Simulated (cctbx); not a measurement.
**A disordered crystal of nominal MgMnBCO5**

Cell a = 3.3310 Å, b = 6.5110 Å, c = 9.8540 Å, α = 74.12°, β = 89.92°, γ = 88.95°; space group P-1 (no. 2); nominal formula MgMnBCO5.

The data are simulated with cctbx, not measured: Ga Kα, λ = 1.3414 Å, to d = 0.83 Å, 95 % of the full sphere, strongest reflection 40000 counts, noise from counting, a 4 % proportional error and a noise floor of 4 counts (s.d.); no absorption, and some extinction, which the refinements don't model.

With every site full:

```text
Rint 0.024, 735 unique reflections to 0.83 A
cycle     R1     wR2    GooF  max shift (A)
   1  0.0813  0.1970   4.733   0.00467
   2  0.0197  0.0509   1.222   0.00001
final R1 0.0197 wR2 0.0509 GooF 1.222  parameters 81  data/parameter 9.1
atom        x        y        z      Ueq    occ   su(xyz)  su(Uiso or U11)
Mn1    0.25490  0.21836  0.63743   0.0094  1.000  0.00008  0.0002
Mg1    0.76096  0.36761  0.89866   0.0154  1.000  0.00021  0.0004
O1     0.24505  0.71550  0.50308   0.0101  1.000  0.00041  0.0007
O2     0.27022  0.47993  0.74712   0.0194  1.000  0.00047  0.0008
O3     0.75895  0.69254  0.95153   0.0121  1.000  0.00043  0.0007
O4     0.43623  0.86140  0.70776   0.0137  1.000  0.00043  0.0007
O5     0.79230  0.08557  0.81743   0.0144  1.000  0.00044  0.0007
C2     0.67555  0.88129  0.82996   0.0078  1.000  0.00055  0.0010
B1     0.32450  0.68253  0.65335   0.0182  1.000  0.00079  0.0013
difference map: max 0.38 min -0.40 rms 0.09
Q1    0.2918  0.0677  0.1490    2    0.39  0.45 A from C2
Q2    0.4849  0.0983  0.1740    2    0.35  0.55 A from C2
Q3    0.2975  0.5695  0.9018    2    0.31  1.78 A from O2
Q4    0.2272  0.9393  0.4301    2    0.30  1.44 A from O1
Q5    0.2493  0.9664  0.7482    2    0.28  1.07 A from O4
Q6    0.2763  0.5107  0.9693    2    0.27  1.35 A from O3
```

With the occupancies of the suspect sites free, each still typed as its main element:

```text
Rint 0.024, 735 unique reflections to 0.83 A
cycle     R1     wR2    GooF  max shift (A)
   1  0.0504  0.1458   3.507   0.00090
   8  0.0172  0.0418   1.006   0.00004
final R1 0.0172 wR2 0.0418 GooF 1.005  parameters 83  data/parameter 8.9
atom        x        y        z      Ueq    occ   su(xyz)  su(Uiso or U11)
Mn1    0.25485  0.21837  0.63741   0.0094  1.000  0.00007  0.0002
Mg1    0.76098  0.36762  0.89866   0.0154  1.000  0.00017  0.0003
O1     0.24503  0.71548  0.50303   0.0101  1.000  0.00034  0.0006
O2     0.27030  0.47978  0.74720   0.0195  1.000  0.00038  0.0006
O3     0.75893  0.69242  0.95150   0.0078  0.931  0.00035  0.0007
O4     0.43613  0.86119  0.70782   0.0135  1.000  0.00035  0.0006
O5     0.79212  0.08537  0.81746   0.0143  1.000  0.00036  0.0006
C2     0.67528  0.88140  0.83009   0.0129  1.097  0.00045  0.0009
B1     0.32477  0.68236  0.65339   0.0180  1.000  0.00065  0.0011
su of occupancy O3: 0.005
su of occupancy C2: 0.009
difference map: max 0.29 min -0.33 rms 0.08
Q1    0.2228  0.9394  0.4296    2    0.30  1.44 A from O1
Q2    0.3199  0.5632  0.9142    2    0.29  1.79 A from O3
Q3    0.2501  0.9683  0.7493    2    0.26  1.08 A from O4
Q4    0.0406  0.6262  0.3064    2    0.25  1.43 A from O2
Q5    0.3717  0.1615  0.9230    2    0.23  1.80 A from O3
Q6    0.4681  0.6973  0.1427    2    0.22  1.02 A from Mg1
```

**Question.** What is the disorder?

X-rays count electrons. O3 refines to 0.931(0.005), or 7.4 electrons; the site truly holds 0.85 O and 0.15 C, 7.7 electrons, which is 0.962 of O; C2 refines to 1.097(0.009), or 6.6 electrons; the site truly holds 0.85 C and 0.15 O, 6.3 electrons, which is 1.050 of C. A value under 1 can't tell vacancies from a lighter guest, and one over 1 needs a heavier guest; chemistry or a second radiation must settle which. Occupancy correlates with U and the scale, and the two elements' form factors differ in shape, so the match is approximate.

Freeing them takes R1 from 0.0197 to 0.0172 and GooF from 1.22 to 1.00.

The model is made up (kin elements in a known structure type, no relaxation), so it says nothing on whether the phase exists.

[Middle refinement cycles are left out of these outputs.]

[Logs are printed without paths, hosts, clocks, repeated set-up lines and the standing remarks that a program may print on its own settings, such as how far it seeks lower states.]
